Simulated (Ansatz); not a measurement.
# P on Al(100): change of the work function

Wanted: Δφ(θ) for P/Al(100), starting from the hollow site.

Calculated with Ansatz 0.2.0; plane-wave DFT, PBE, Ansatz PAW.

### Step 1. Starting point

The cell holds 4 atoms: 4 Al. Its edges and angles: a = 2.864 Å, b = 2.864 Å, c = 24.075 Å, α = 90.0°, β = 90.0°, γ = 90.0°. Vacuum lies along c.

### Step 2. The clean slab

The bare slab comes first, as the zero from which every change is counted. The two lowest layers are held at bulk places and the upper ones relax. The dipole correction removes the false field that a one-sided slab makes across the periodic vacuum, so each face gets a flat vacuum level of its own.

input.yaml reads:

```yaml
crystal:
  lattice:
    - [2.8637824638, 0.0, 0.0]
    - [0.0, 2.8637824638, 0.0]
    - [0.0, 0.0, 24.075]
  atoms:
    - { symbol: Al, position: [0.5, 0.5, 0.3738317757] }
    - { symbol: Al, position: [0.0, 0.0, 0.4579439252] }
    - { symbol: Al, position: [0.5, 0.5, 0.5420560748] }
    - { symbol: Al, position: [0.0, 0.0, 0.6261682243] }
kpoints:
  mp_grid: { grid: [12, 12, 1] }
hamiltonian:
  xc: pbe
scf:
  occupations: { method: fermi_dirac, width: 0.1 }
  convergence: { dr2_threshold: 1.0e-08 }
efield:
  axis: 3
  dipole_correction: true
  ramp_position: 0.97
  ramp_width: 0.06
relax:
  f_tol: 0.02
  max_steps: 60
  constraints: [{ sites: [0, 1] }]
output:
  write_potential: true
  write_density: true
  volumetric_format: npy
```

On the command line:

```console
ansatz run input.yaml --threads 2 --pin off --max-ram 4096MiB --backend cpu --events-out ev --progress --plain --runs-dir out
```

Numbers of over 12 decimals in the logs are rounded to 6 here.

The log of the run:

```text
Engine: ansatz 0.2.0, aarch64-unknown-linux-gnu
Pseudopotentials: kind: paw
Pseudopotential: Al, paw, valence charge 3, recommended cutoff 420 eV (normal), Al.paw.azcp
Functional definition: PBE
  parameter kappa = 0.804
  parameter beta = 0.066725
  exchange = pbe_x(kappa = kappa, mu = beta*pi^2/3)
  correlation = pbe_c(beta = beta)
Crystal: 4 atoms, lattice volume = 197.445 Å³
Basis set: ecut = 420 eV, 3877 PW (Γ), exchange–correlation on 40×40×324 points (8 copies of the dense FFT grid, shifted against one another)
Bands: 10, of which v1, the nominal top of the filled ones, is band 6 counted from 1 (5 counted from 0)
Symmetry: 8 space group operations
k-points: 28 of 144
Non-local potential: Al, projectors of the file, l = 0: 2, l = 1: 2, l = 2: 1
PAW form: soft (Blöchl's): semilocal exchange-correlation on the pseudo side does not see the compensation charge
PAW one-centre angular grid: Al, 110 points (default); XC on 64 Gauss nodes
Initial density: superposition of atomic densities (neutral atoms: chi_scale 0, normalization atom), corrected by the library's trained network
Initial wavefunctions: pseudopotential atomic-orbital guess
Functional: x = pbe(κ = 0.804, μ = 0.219515), c = pbe(β = 0.066725)
SCF iter   1: F=—  HF=-2149.073312 eV  |F-HF|=—  |Δ(HF+E_count)|=         —  Δρ=1.35e-3  dr2=4.43e-2  ethr=1.77e-3  p=0.000 e·Å  D=4.85e-14 V/Å  ΔV_dip=-0.00 eV  dr2_dipole=8.88e-8  V_vac-E_F(+/−)=4.19/4.19 eV  ⟨swp⟩=7.7  Hψ=2497  notcnv=0
efield: sawtooth ramp at fractional position 0.9700 (set: `efield.ramp_position`, or a place that a band, a saddle search or an elastic batch's reference lends), width 0.0600; the density the first Hamiltonian is built on has a dipole p = 0.000 e·Å; the dipole correction subtracts the counter field D = 4.85e-14 V/Å, which shifts the + side's vacuum level by -0.00 eV against the − side's; the planar-averaged density in the ramp window peaks in size at 7.4e-6 e/Å³
preconditioner: auto → LDOS  [metal: Δε(μ)=0.111 eV  Ē_g=6.245 eV  σ=0.100 eV  W_gap=0.27  n_scr=12 (ndim 8)  ℏωp=9.2 eV  f_vac=0.539  D(μ)=1.77/eV (n_scr^D=8)  β→1.0]
SCF iter   2: F=—  HF=-2149.069339 eV  |F-HF|=—  |Δ(HF+E_count)|=   3.97e-3  Δρ=3.72e-4  dr2=2.51e-4  ethr=3.69e-4  p=-0.000 e·Å  D=-1.60e-6 V/Å  ΔV_dip=0.00 eV  dr2_dipole=1.12e-7  V_vac-E_F(+/−)=4.30/4.30 eV  ⟨swp⟩=1.2  Hψ=520  notcnv=0
SCF iter   3: F=—  HF=-2149.069584 eV  |F-HF|=—  |Δ(HF+E_count)|=   2.45e-4  Δρ=6.51e-5  dr2=6.56e-5  ethr=2.09e-6  p=0.000 e·Å  D=1.17e-6 V/Å  ΔV_dip=-0.00 eV  dr2_dipole=1.44e-9  V_vac-E_F(+/−)=4.30/4.30 eV  ⟨swp⟩=2.6  Hψ=554  notcnv=0
SCF iter   4: F=—  HF=-2149.069765 eV  |F-HF|=—  |Δ(HF+E_count)|=   1.81e-4  Δρ=1.90e-5  dr2=7.49e-6  ethr=5.47e-7  p=0.000 e·Å  D=1.08e-6 V/Å  ΔV_dip=-0.00 eV  dr2_dipole=3.03e-11  V_vac-E_F(+/−)=4.30/4.30 eV  ⟨swp⟩=1.5  Hψ=319  notcnv=0
SCF iter   5: F=—  HF=-2149.069768 eV  |F-HF|=—  |Δ(HF+E_count)|=   2.21e-6  Δρ=2.85e-6  dr2=1.76e-8  ethr=6.24e-8  p=0.000 e·Å  D=1.02e-7 V/Å  ΔV_dip=-0.00 eV  dr2_dipole=2.53e-10  V_vac-E_F(+/−)=4.30/4.30 eV  ⟨swp⟩=2.1  Hψ=349  notcnv=0
SCF iter   6: F=-2149.069768 eV  HF=-2149.069768 eV  |F-HF|=2.17e-9  |Δ(HF+E_count)|=   1.32e-7  Δρ=9.95e-7  dr2=8.50e-9  ethr=8.33e-11  p=0.000 e·Å  D=2.78e-7 V/Å  ΔV_dip=-0.00 eV  dr2_dipole=9.34e-11  V_vac-E_F(+/−)=4.30/4.30 eV  ⟨swp⟩=10.3  Hψ=2053  notcnv=0
SCF 1 converged in 6 iterations: F = -2149.069768 eV  dr2 = 8.50e-9
  greatest PAW one-centre occupation: 0.476 electrons in one spin orbital (limit 2), on the Al atom at site 0 (counted from 0), in its partial waves of l = 0
relax step   1: F+E_penalty+E_count = -2149.06976777 eV  Δ(F+E_penalty+E_count) = +0.000e0 eV  max|allowed force component| = 8.598e-2 eV/Å  Δτ_max = 0.0000 Å  (6 SCF iters, accepted)
Initial density: handed on by an earlier stage of this run
Initial wavefunctions: those handed on with the density
iter 1 solved again at ethr=3.58e-5 eV; its pass at ethr=3.10e-3 eV (dr2=4.30e-3 eV) is discarded
SCF iter   1: F=—  HF=-2149.070734 eV  |F-HF|=—  |Δ(HF+E_count)|=         —  Δρ=3.87e-4  dr2=4.25e-3  ethr=3.58e-5  p=0.000 e·Å  D=2.79e-7 V/Å  ΔV_dip=-0.00 eV  dr2_dipole=8.48e-4  V_vac-E_F(+/−)=4.30/4.30 eV  ⟨swp⟩=1.1  Hψ=1337  notcnv=0
efield: sawtooth ramp at fractional position 0.9700 (set: `efield.ramp_position`, or a place that a band, a saddle search or an elastic batch's reference lends), width 0.0600; the density the first Hamiltonian is built on has a dipole p = 0.000 e·Å; the dipole correction subtracts the counter field D = 2.79e-7 V/Å, which shifts the + side's vacuum level by -0.00 eV against the − side's; the planar-averaged density in the ramp window peaks in size at 1.1e-7 e/Å³
preconditioner: auto → LDOS  [metal: Δε(μ)=0.091 eV  Ē_g=6.216 eV  σ=0.100 eV  W_gap=0.22  n_scr=12 (ndim 8)  ℏωp=9.2 eV  f_vac=0.537  D(μ)=1.89/eV (n_scr^D=10)  β→1.0]
SCF iter   2: F=—  HF=-2149.070368 eV  |F-HF|=—  |Δ(HF+E_count)|=   3.66e-4  Δρ=2.37e-4  dr2=6.53e-4  ethr=3.54e-5  p=0.000 e·Å  D=5.37e-5 V/Å  ΔV_dip=-0.00 eV  dr2_dipole=5.89e-5  V_vac-E_F(+/−)=4.30/4.30 eV  ⟨swp⟩=2.3  Hψ=395  notcnv=0
SCF iter   3: F=—  HF=-2149.070334 eV  |F-HF|=—  |Δ(HF+E_count)|=   3.37e-5  Δρ=4.24e-5  dr2=3.63e-5  ethr=5.44e-6  p=0.000 e·Å  D=3.76e-4 V/Å  ΔV_dip=-0.01 eV  dr2_dipole=5.08e-6  V_vac-E_F(+/−)=4.29/4.30 eV  ⟨swp⟩=2.6  Hψ=441  notcnv=0
SCF iter   4: F=—  HF=-2149.070508 eV  |F-HF|=—  |Δ(HF+E_count)|=   1.74e-4  Δρ=8.66e-6  dr2=3.60e-7  ethr=3.03e-7  p=0.000 e·Å  D=3.71e-4 V/Å  ΔV_dip=-0.01 eV  dr2_dipole=7.84e-10  V_vac-E_F(+/−)=4.29/4.30 eV  ⟨swp⟩=1.8  Hψ=407  notcnv=0
SCF iter   5: F=—  HF=-2149.070509 eV  |F-HF|=—  |Δ(HF+E_count)|=   2.68e-7  Δρ=2.82e-6  dr2=1.69e-8  ethr=3.00e-9  p=0.000 e·Å  D=3.75e-4 V/Å  ΔV_dip=-0.01 eV  dr2_dipole=8.23e-10  V_vac-E_F(+/−)=4.29/4.30 eV  ⟨swp⟩=2.5  Hψ=523  notcnv=0
SCF iter   6: F=-2149.070509 eV  HF=-2149.070509 eV  |F-HF|=3.51e-9  |Δ(HF+E_count)|=   4.54e-8  Δρ=6.32e-7  dr2=1.37e-9  ethr=8.33e-11  p=0.000 e·Å  D=3.78e-4 V/Å  ΔV_dip=-0.01 eV  dr2_dipole=1.04e-10  V_vac-E_F(+/−)=4.29/4.30 eV  ⟨swp⟩=9.2  Hψ=1838  notcnv=0
SCF 2 converged in 6 iterations: F = -2149.070509 eV  dr2 = 1.37e-9
  greatest PAW one-centre occupation: 0.477 electrons in one spin orbital (limit 2), on the Al atom at site 3 (counted from 0), in its partial waves of l = 0
relax step   2: F+E_penalty+E_count = -2149.07050878 eV  Δ(F+E_penalty+E_count) = -7.410e-4 eV  max|allowed force component| = 1.989e-2 eV/Å  Δτ_max = 0.0157 Å  (6 SCF iters, accepted)
NSCF: frozen V_eff on 28 k-points
the search or the solves at the SCF's close seem to have found levels that the self-consistency loop had missed (the run counts 1). By its estimate they hold under 1e-12 electrons; where the run keeps them, the occupations were computed again with them
WARN: The output density's exchange-correlation potential varies sharply where the density is thin. Do not read a vacuum level from v_tot or v_xc, or from such a field of the output density. On a cell that repeats whose density bears no net charge and no dipole along the vacuum's axis use v_es (v_loc + v_h of the components); under efield.dipole_correction with no amplitude use v_es + v_field, which holds any externa [...]
SCF converged after 6 iterations
Free energy (F): -2149.070509 eV
Harris-Foulkes:  -2149.070509 eV  (|F-HF|=3.51e-9)
Internal energy: -2149.011085 eV  (E = F + TS)
E sigma→0 (E₀):  -2149.040797 eV
Entropy (-TS):   -0.059424 eV (-14.856 meV/atom)
Fermi energy:    -0.147918 eV
Dipole field:    D = 0.000364 V/Å  (p = 0.000397 e·Å, saw-weighted, corrected)
Work function:   Φ+ = 4.2929 eV   Φ− = 4.3016 eV
Levels:          The Fermi level and band energies are counted from a zero that moves with the ramp; work functions are not
--- Per-component energies (eV) ---
  E_band       = -50.329324
  E_kinetic    = 85.713780
  E_local      = -2761.718043  (includes V_loc(G=0)·N_el)
  E_nonlocal   = 41.955323
  E_hartree    = 1354.964325
  E_xc         = -155.889557
  E_vxc        = -111.721352  (∫ρ·V_xc dr)
  E_paw        = -1869.136310  (= ΣΔE_a)
  E_vpaw       = -14.488216  (= ΣTr[D̂ρ^β])
  E_aug_tail   = -0.000009  (compensation charges beyond the density's cutoff)
  E_efield     = 0.000000  (sawtooth field / dipole correction)
  E_vefield    = 0.000005  (∫n·V_field dr)
  E_ewald      = 1155.099405
  E_smearing   = -0.059424  (= −TS)
  E_closure    = -0.000000  (closes the sum)
  Σ components = -2149.070509   (vs F -2149.070509, Δ=0.00e0)
--- Forces (eV/Å), atoms counted from 1 ---
  atom   1  Al     0.00000000     0.00000000    -0.04353659
  atom   2  Al     0.00000000     0.00000000     0.03675531
  atom   3  Al    -0.00000000     0.00000000     0.01989361
  atom   4  Al     0.00000000     0.00000000    -0.01311337
  max |Σ_I F_I| component: 1.04e-6 eV/Å
--- Band table (eV; the first three rows and the last of 28) ---
  k-point 0: bands = ["-10.7344", "-9.3519", "-7.2434", "-4.4197", "-2.1006", "1.3274", "3.2832", "4.1394", "4.3751", "5.5434"]
  k-point 1: bands = ["-10.6095", "-9.2280", "-7.1208", "-4.2979", "-1.9846", "1.4396", "3.4047", "3.5200", "4.2685", "4.4924"]
  k-point 2: bands = ["-10.2356", "-8.8569", "-6.7537", "-3.9335", "-1.6377", "1.1533", "1.8770", "2.5034", "3.7893", "4.4870"]
  k-point 27: bands = ["-2.5943", "-2.5943", "-1.3140", "-1.3140", "-1.2842", "-1.2630", "0.1501", "0.1695", "0.6486", "0.6486"]
--- Relaxed structure (2 steps of the walk, 2 accepted, 0 SCFs on fresh bases) ---
  F+E_penalty+E_count = -2149.07050878 eV   max|allowed force component| = 1.989e-2 eV/Å
  atoms:
    - { symbol: Al, position: [0.5, 0.5, 0.373832] }
    - { symbol: Al, position: [0.0, 0.0, 0.457944] }
    - { symbol: Al, position: [0.5, 0.5, 0.541405] }
    - { symbol: Al, position: [0, 0.0, 0.626621] }
```

Wall time 6.5 s (2 threads of Arm Neoverse V1, shared host); peak memory 0.37 GiB; 13 s of CPU time.

Step by step:

```tsv
step	energy less that of the first step (eV)	largest force component (eV/Å)
1	0.0000	0.0860
2	-0.0007	0.0199
```

Forces are held to the 8 operations that the run works with; a distortion that breaks them can't arise in this run.

The atoms that moved most (Å):

```tsv
atom	dx	dy	dz	length
Al3	0.000	0.000	-0.016	0.016
Al4	0.000	0.000	0.011	0.011
```

Final coordinates:

```xyz
4
Lattice="2.8638 0.0000 0.0000 0.0000 2.8638 0.0000 0.0000 0.0000 24.0750" Properties=species:S:1:pos:R:3
Al    1.4319    1.4319    9.0000
Al    0.0000    0.0000   11.0250
Al    1.4319    1.4319   13.0343
Al    0.0000    0.0000   15.0859
```

This step gave:

```
energy at zero smearing   : -2149.0408 eV
work function, upper face : 4.293 eV
dipole along the normal   : 3.97e-4 e·Å
```

Running mean over 2.025 Å of the planar mean; the ramp of the sawtooth is left out. Table of electron's electrostatic potential energy less the Fermi level by z:

z (Å), electron's electrostatic potential energy less the Fermi level (eV) and a bar from the least value:
```
      3.0       4.30 ##############################
      3.5       4.30 ##############################
      4.0       4.30 ##############################
      4.5       4.30 ##############################
      5.0       4.30 ##############################
      5.5       4.28 ##############################
      6.0       4.23 ##############################
      6.5       4.06 #############################
      7.0       3.50 ###########################
      7.5       1.87 ######################
      8.0      -0.52 ##############
      8.5      -2.83 ######
      9.0      -4.18 #
      9.5      -4.50 
     10.0      -4.56 
     10.5      -4.57 
     11.0      -4.58 
     11.5      -4.61 
     12.0      -4.62 
     12.5      -4.61 
     13.0      -4.56 
     13.5      -4.49 
     14.0      -4.45 #
     14.5      -4.42 #
     15.0      -4.25 #
     15.5      -3.15 #####
     16.0      -0.94 ############
     16.5       1.48 #####################
     17.0       3.30 ###########################
     17.5       4.00 #############################
     18.0       4.21 ##############################
     18.5       4.27 ##############################
     19.0       4.29 ##############################
     19.5       4.29 ##############################
     20.0       4.29 ##############################
     20.5       4.29 ##############################
     21.0       4.29 ##############################
```

The relaxation took 2 steps and lowered the energy by 7.4e-4 eV; the largest force on the free atoms ends at 0.020 eV/Å.

The work function of the upper face is 4.29 eV.

(Part 1 of 4 ends here.)

[Logs are printed without paths, hosts, clocks, repeated set-up lines and the standing remarks that a program may print on its own settings, such as how far it seeks lower states.]

[Hosts, paths, dates, database ids (printed as entryN), source tags and the programs' standing remarks are cut or masked in the printed files.]

[Maps of the electrostatic potential energy from Ansatz leave out the sawtooth potential of an applied field or a dipole correction, so their vacuum need not be flat; planar profiles and work functions include it.]
